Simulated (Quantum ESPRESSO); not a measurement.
## KNi2S2: a ladder in cutoff, mesh and threshold together

Aim: see how far moments and order energies of KNi2S2 move with cutoff, mesh and threshold together, and what each rung costs.

Method: LDA with U = 6 eV on Ni d (ortho-atomic projectors); plane waves with GBRV 1.5 LDA potentials, no spin-orbit coupling (settings of the first rung), in Quantum ESPRESSO 7.5.

Report form: the programs' logs are mostly left out.

### Step 1. The starting structure

It takes space group I4/mmm (No. 139, tetragonal). The conventional cell has a = 3.791 Å, b = 3.791 Å, c = 12.829 Å, α = 90.00°, β = 90.00°, γ = 90.00°. Nearest to K lie 8 S at 3.23 Å. Nearest to Ni lie 4 S at 2.36 Å. Nearest to S lie 4 Ni at 2.36 Å and 4 K at 3.23 Å. Farther neighbours and most contacts between anions are not listed.

As a file:

```cif
data_structure
_symmetry_space_group_name_H-M 'P 1'
_symmetry_Int_Tables_number 1
_cell_length_a 6.9521
_cell_length_b 6.9521
_cell_length_c 6.9521
_cell_angle_alpha 148.356
_cell_angle_beta 148.356
_cell_angle_gamma 45.360
_cell_volume 92.19
loop_
_atom_site_label
_atom_site_type_symbol
_atom_site_fract_x
_atom_site_fract_y
_atom_site_fract_z
_atom_site_occupancy
K1 K 0.00000 0.00000 0.00000 1
Ni2 Ni 0.75000 0.25000 0.50000 1
Ni3 Ni 0.25000 0.75000 0.50000 1
S4 S 0.36000 0.36000 0.00000 1
S5 S 0.64000 0.64000 0.00000 1
```

The cell comes from the Crystallography Open Database.

### Step 2. Rung 1, start ferro ++

Input file pw.in:

```
&CONTROL
  calculation = 'scf'
  prefix = 'pwscf'
  outdir = './tmp'
  pseudo_dir = './pseudo'
  disk_io = 'nowf'
/
&SYSTEM
  ibrav = 0
  celldm(1) = 8
  nat = 5
  ntyp = 3
  ecutwfc = 22
  ecutrho = 154
  nbnd = 40
  occupations = 'smearing'
  smearing = 'fd'
  degauss = 0.00367493
  nspin = 2
  starting_magnetization(1) = 0
  starting_magnetization(2) = 0.1111
  starting_magnetization(3) = 0
/
&ELECTRONS
  conv_thr = 5d-06
  electron_maxstep = 150
  mixing_beta = 0.3
/
ATOMIC_SPECIES
K      39.0983 k_lda_v1.4.uspp.F.UPF
Ni     58.6934 ni_lda_v1.4.uspp.F.UPF
S      32.0600 s_lda_v1.4.uspp.F.UPF
CELL_PARAMETERS alat
  -0.4477469836535    0.4477469836535    1.5152060283015
   0.4477469836535   -0.4477469836535    1.5152060283015
   0.4477469836535    0.4477469836535   -1.5152060283015
ATOMIC_POSITIONS crystal
K       0.0000000000    0.0000000000    0.0000000000
Ni      0.7500000000    0.2500000000    0.5000000000
Ni      0.2500000000    0.7500000000    0.5000000000
S       0.3600000000    0.3600000000    0.0000000000
S       0.6400000000    0.6400000000    0.0000000000
K_POINTS automatic
4 4 4 0 0 0
HUBBARD {ortho-atomic}
U Ni-3d 6.0000
```

The run is started by

```
$ OMP_NUM_THREADS=1 mpirun -n 4 pw.x -nk 4 -in pw.in > pw.out
```

Elapsed: 77 s, on 4 MPI ranks of AMD EPYC 7R13 (Zen 3), shared host; peak memory 0.41 GiB.

Spin moment in the atom's sphere by atom:

| atom | spin moment in the atom's sphere (μB) |
| --- | --- |
| K1 | 0.018 |
| Ni2 | 0.819 |
| Ni3 | 0.819 |
| S4 | 0.216 |
| S5 | 0.216 |

Numbers from this step:

* magnetization: 2.303 μB
* final state: ferromagnetic

### Step 3. Rung 1, start antiferro +-

pw.in, as its differences from that of step 2:

```diff
@@ -11,6 +11,6 @@
   nat = 5
-  ntyp = 3
+  ntyp = 4
   ecutwfc = 22
   ecutrho = 154
-  nbnd = 40
+  nbnd = 38
   occupations = 'smearing'
@@ -21,3 +21,4 @@
   starting_magnetization(2) = 0.1111
-  starting_magnetization(3) = 0
+  starting_magnetization(3) = -0.1111
+  starting_magnetization(4) = 0
 /
@@ -30,3 +31,4 @@
 K      39.0983 k_lda_v1.4.uspp.F.UPF
-Ni     58.6934 ni_lda_v1.4.uspp.F.UPF
+Ni1    58.6934 ni_lda_v1.4.uspp.F.UPF
+Ni2    58.6934 ni_lda_v1.4.uspp.F.UPF
 S      32.0600 s_lda_v1.4.uspp.F.UPF
@@ -38,4 +40,4 @@
 K       0.0000000000    0.0000000000    0.0000000000
-Ni      0.7500000000    0.2500000000    0.5000000000
-Ni      0.2500000000    0.7500000000    0.5000000000
+Ni1     0.7500000000    0.2500000000    0.5000000000
+Ni2     0.2500000000    0.7500000000    0.5000000000
 S       0.3600000000    0.3600000000    0.0000000000
@@ -45,2 +47,3 @@
 HUBBARD {ortho-atomic}
-U Ni-3d 6.0000
+U Ni1-3d 6.0000
+U Ni2-3d 6.0000
```

Wall time 34 s (4 MPI ranks); peak memory 0.42 GiB.

Spin moment in the atom's sphere by atom:

| atom | spin moment in the atom's sphere (μB) |
| --- | --- |
| K1 | 0.000 |
| Ni2 | 0.991 |
| Ni3 | -0.993 |
| S4 | 0.000 |
| S5 | 0.000 |

Read from the output:

```
magnetization : 0 μB
final state   : antiferromagnetic
```

### Step 4. Rung 2, start ferro ++

Input file pw.in:

```
&CONTROL
  calculation = 'scf'
  prefix = 'pwscf'
  outdir = './tmp'
  pseudo_dir = './pseudo'
  disk_io = 'nowf'
/
&SYSTEM
  ibrav = 0
  celldm(1) = 8
  nat = 5
  ntyp = 3
  ecutwfc = 30
  ecutrho = 210
  nbnd = 40
  occupations = 'smearing'
  smearing = 'fd'
  degauss = 0.00367493
  nspin = 2
  starting_magnetization(1) = 0
  starting_magnetization(2) = 0.1111
  starting_magnetization(3) = 0
/
&ELECTRONS
  conv_thr = 5d-07
  electron_maxstep = 150
  mixing_beta = 0.3
/
ATOMIC_SPECIES
K      39.0983 k_lda_v1.4.uspp.F.UPF
Ni     58.6934 ni_lda_v1.4.uspp.F.UPF
S      32.0600 s_lda_v1.4.uspp.F.UPF
CELL_PARAMETERS alat
  -0.4477469836535    0.4477469836535    1.5152060283015
   0.4477469836535   -0.4477469836535    1.5152060283015
   0.4477469836535    0.4477469836535   -1.5152060283015
ATOMIC_POSITIONS crystal
K       0.0000000000    0.0000000000    0.0000000000
Ni      0.7500000000    0.2500000000    0.5000000000
Ni      0.2500000000    0.7500000000    0.5000000000
S       0.3600000000    0.3600000000    0.0000000000
S       0.6400000000    0.6400000000    0.0000000000
K_POINTS automatic
6 6 6 0 0 0
HUBBARD {ortho-atomic}
U Ni-3d 6.0000
```

Elapsed: 2.4 min, on 4 MPI ranks; peak memory 0.56 GiB; 9.6 min of CPU time.

Numbers from this step:

```yaml
magnetization: 2.983 μB
final_state: ferromagnetic
largest_moment: 1.079 μB
```

### Step 5. Rung 2, start antiferro +-

pw.in, as its differences from that of step 4:

```diff
@@ -11,6 +11,6 @@
   nat = 5
-  ntyp = 3
+  ntyp = 4
   ecutwfc = 30
   ecutrho = 210
-  nbnd = 40
+  nbnd = 38
   occupations = 'smearing'
@@ -21,3 +21,4 @@
   starting_magnetization(2) = 0.1111
-  starting_magnetization(3) = 0
+  starting_magnetization(3) = -0.1111
+  starting_magnetization(4) = 0
 /
@@ -30,3 +31,4 @@
 K      39.0983 k_lda_v1.4.uspp.F.UPF
-Ni     58.6934 ni_lda_v1.4.uspp.F.UPF
+Ni1    58.6934 ni_lda_v1.4.uspp.F.UPF
+Ni2    58.6934 ni_lda_v1.4.uspp.F.UPF
 S      32.0600 s_lda_v1.4.uspp.F.UPF
@@ -38,4 +40,4 @@
 K       0.0000000000    0.0000000000    0.0000000000
-Ni      0.7500000000    0.2500000000    0.5000000000
-Ni      0.2500000000    0.7500000000    0.5000000000
+Ni1     0.7500000000    0.2500000000    0.5000000000
+Ni2     0.2500000000    0.7500000000    0.5000000000
 S       0.3600000000    0.3600000000    0.0000000000
@@ -45,2 +47,3 @@
 HUBBARD {ortho-atomic}
-U Ni-3d 6.0000
+U Ni1-3d 6.0000
+U Ni2-3d 6.0000
```

The job ended after 2 min (4 MPI ranks; peak memory 0.57 GiB; 8 min of CPU time).

Read from the output:

- magnetization: 0 μB
- final state: antiferromagnetic
- largest moment: 1.111 μB

### Step 6. Rung 3, start ferro ++

Input file pw.in:

```
&CONTROL
  calculation = 'scf'
  prefix = 'pwscf'
  outdir = './tmp'
  pseudo_dir = './pseudo'
  disk_io = 'nowf'
/
&SYSTEM
  ibrav = 0
  celldm(1) = 8
  nat = 5
  ntyp = 3
  ecutwfc = 40
  ecutrho = 280
  nbnd = 40
  occupations = 'smearing'
  smearing = 'fd'
  degauss = 0.00367493
  nspin = 2
  starting_magnetization(1) = 0
  starting_magnetization(2) = 0.1111
  starting_magnetization(3) = 0
/
&ELECTRONS
  conv_thr = 1d-08
  electron_maxstep = 150
  mixing_beta = 0.3
/
ATOMIC_SPECIES
K      39.0983 k_lda_v1.4.uspp.F.UPF
Ni     58.6934 ni_lda_v1.4.uspp.F.UPF
S      32.0600 s_lda_v1.4.uspp.F.UPF
CELL_PARAMETERS alat
  -0.4477469836535    0.4477469836535    1.5152060283015
   0.4477469836535   -0.4477469836535    1.5152060283015
   0.4477469836535    0.4477469836535   -1.5152060283015
ATOMIC_POSITIONS crystal
K       0.0000000000    0.0000000000    0.0000000000
Ni      0.7500000000    0.2500000000    0.5000000000
Ni      0.2500000000    0.7500000000    0.5000000000
S       0.3600000000    0.3600000000    0.0000000000
S       0.6400000000    0.6400000000    0.0000000000
K_POINTS automatic
8 8 8 0 0 0
HUBBARD {ortho-atomic}
U Ni-3d 6.0000
```

Wall time 9 min (4 MPI ranks); peak memory 0.86 GiB; 36 min of CPU time.

This step gave:

```yaml
magnetization: 2.991 μB
final_state: ferromagnetic
largest_moment: 1.096 μB
```

### Step 7. Rung 3, start antiferro +-

pw.in, as its differences from that of step 6:

```diff
@@ -11,6 +11,6 @@
   nat = 5
-  ntyp = 3
+  ntyp = 4
   ecutwfc = 40
   ecutrho = 280
-  nbnd = 40
+  nbnd = 38
   occupations = 'smearing'
@@ -21,3 +21,4 @@
   starting_magnetization(2) = 0.1111
-  starting_magnetization(3) = 0
+  starting_magnetization(3) = -0.1111
+  starting_magnetization(4) = 0
 /
@@ -30,3 +31,4 @@
 K      39.0983 k_lda_v1.4.uspp.F.UPF
-Ni     58.6934 ni_lda_v1.4.uspp.F.UPF
+Ni1    58.6934 ni_lda_v1.4.uspp.F.UPF
+Ni2    58.6934 ni_lda_v1.4.uspp.F.UPF
 S      32.0600 s_lda_v1.4.uspp.F.UPF
@@ -38,4 +40,4 @@
 K       0.0000000000    0.0000000000    0.0000000000
-Ni      0.7500000000    0.2500000000    0.5000000000
-Ni      0.2500000000    0.7500000000    0.5000000000
+Ni1     0.7500000000    0.2500000000    0.5000000000
+Ni2     0.2500000000    0.7500000000    0.5000000000
 S       0.3600000000    0.3600000000    0.0000000000
@@ -45,2 +47,3 @@
 HUBBARD {ortho-atomic}
-U Ni-3d 6.0000
+U Ni1-3d 6.0000
+U Ni2-3d 6.0000
```

Run time: 7.7 min. Hardware: 4 MPI ranks; peak memory 0.86 GiB.

Read from the output:

```yaml
magnetization: 0 μB
final_state: antiferromagnetic
largest_moment: 1.127 μB
```

### Step 8. Rung 4, start ferro ++

Input file pw.in:

```
&CONTROL
  calculation = 'scf'
  prefix = 'pwscf'
  outdir = './tmp'
  pseudo_dir = './pseudo'
  disk_io = 'nowf'
/
&SYSTEM
  ibrav = 0
  celldm(1) = 8
  nat = 5
  ntyp = 3
  ecutwfc = 52
  ecutrho = 364
  nbnd = 40
  occupations = 'smearing'
  smearing = 'fd'
  degauss = 0.00367493
  nspin = 2
  starting_magnetization(1) = 0
  starting_magnetization(2) = 0.1111
  starting_magnetization(3) = 0
/
&ELECTRONS
  conv_thr = 5d-10
  electron_maxstep = 150
  mixing_beta = 0.3
/
ATOMIC_SPECIES
K      39.0983 k_lda_v1.4.uspp.F.UPF
Ni     58.6934 ni_lda_v1.4.uspp.F.UPF
S      32.0600 s_lda_v1.4.uspp.F.UPF
CELL_PARAMETERS alat
  -0.4477469836535    0.4477469836535    1.5152060283015
   0.4477469836535   -0.4477469836535    1.5152060283015
   0.4477469836535    0.4477469836535   -1.5152060283015
ATOMIC_POSITIONS crystal
K       0.0000000000    0.0000000000    0.0000000000
Ni      0.7500000000    0.2500000000    0.5000000000
Ni      0.2500000000    0.7500000000    0.5000000000
S       0.3600000000    0.3600000000    0.0000000000
S       0.6400000000    0.6400000000    0.0000000000
K_POINTS automatic
10 10 10 0 0 0
HUBBARD {ortho-atomic}
U Ni-3d 6.0000
```

Elapsed: 18 min, on 4 MPI ranks; peak memory 1.4 GiB.

Residual by cycle:

cycle, log10 residual and a bar from the least value:
```
        1        3.0 ##############################
        2        2.8 #############################
        4        1.3 #####################
        5        0.8 ##################
        6        1.2 ####################
        8       -1.0 ########
        9       -0.7 ##########
       11       -0.5 ###########
       12       -1.3 ######
       13       -1.4 ######
       15       -2.5 
       16       -2.4
```

The run was cut off at its time limit.

After 16 cycles the residual stands at 0.0040.

### Step 9. Rung 4, start antiferro +-

pw.in, as its differences from that of step 8:

```diff
@@ -11,6 +11,6 @@
   nat = 5
-  ntyp = 3
+  ntyp = 4
   ecutwfc = 52
   ecutrho = 364
-  nbnd = 40
+  nbnd = 38
   occupations = 'smearing'
@@ -21,3 +21,4 @@
   starting_magnetization(2) = 0.1111
-  starting_magnetization(3) = 0
+  starting_magnetization(3) = -0.1111
+  starting_magnetization(4) = 0
 /
@@ -30,3 +31,4 @@
 K      39.0983 k_lda_v1.4.uspp.F.UPF
-Ni     58.6934 ni_lda_v1.4.uspp.F.UPF
+Ni1    58.6934 ni_lda_v1.4.uspp.F.UPF
+Ni2    58.6934 ni_lda_v1.4.uspp.F.UPF
 S      32.0600 s_lda_v1.4.uspp.F.UPF
@@ -38,4 +40,4 @@
 K       0.0000000000    0.0000000000    0.0000000000
-Ni      0.7500000000    0.2500000000    0.5000000000
-Ni      0.2500000000    0.7500000000    0.5000000000
+Ni1     0.7500000000    0.2500000000    0.5000000000
+Ni2     0.2500000000    0.7500000000    0.5000000000
 S       0.3600000000    0.3600000000    0.0000000000
@@ -45,2 +47,3 @@
 HUBBARD {ortho-atomic}
-U Ni-3d 6.0000
+U Ni1-3d 6.0000
+U Ni2-3d 6.0000
```

Elapsed: 16 min, on 4 MPI ranks; peak memory 1.4 GiB.

Residual by cycle:

cycle, log10 residual and a bar from the least value:
```
        1        3.0 ##############################
        3        2.1 ##########################
        5        0.8 #####################
        6        1.1 ######################
        8       -0.5 ###############
       10       -0.3 ################
       12       -0.6 ###############
       14       -0.6 ###############
       16       -1.1 #############
       17       -2.3 ########
       19       -2.7 ######
       21       -4.2
```

The run was cut off at its time limit.

After 21 cycles the residual stands at 7.0e-5.

### Step 10. The rungs together

Ladder, by row:

| rung | cutoff (eV) | mesh | state from the first start | state from the second start | second less first (meV a seeded atom) | moment, first (μB) | moment, second (μB) | CPU time (s) |
| --- | --- | --- | --- | --- | --- | --- | --- | --- |
| 1 | 299 | 4x4x4 | ferromagnetic | antiferromagnetic | -112.1 | 0.8188 | 0.9927 | 441.1 |
| 2 | 408 | 6x6x6 | ferromagnetic | antiferromagnetic | -166.8 | 1.079 | 1.111 | 1055 |
| 3 | 544 | 8x8x8 | ferromagnetic | antiferromagnetic | -171.5 | 1.096 | 1.127 | 3999 |

### Step 11. Outcome

| Property | Result |
| --- | --- |
| range of the largest moment, first start | 0.819 to 1.10 μB; second start 0.993 to 1.13 μB |
| range of CPU time | 7.4 min to 67 min |
| range of the energy difference | -172 to -112 meV a seeded atom |

In words: Under a U these runs seem to end in unlike orbital states: the fillings of their corrected shells differ, or their energies lie too far apart for exchange alone. The differences are then no exchange energies, and the ranking says little of the magnetic order. Seeding all runs from one set of occupation matrices is the usual remedy. Degenerate orbitals of a corrected shell are partly filled. Whether a state of lower symmetry lies under this one was not tested; under a U it often does.

[Logs and program files are shortened in this print: banners, set-up blocks, solver, clock and traceback lines can be left out without a mark of their own.]

[Logs are printed without paths, hosts, clocks, repeated set-up lines and the standing remarks that a program may print on its own settings, such as how far it seeks lower states.]

[Hosts, paths, dates, database ids (printed as entryN), source tags and the programs' standing remarks are cut or masked in the printed files.]

[Where a cell is said to come from a database of computed structures, the database is the Materials Project.]
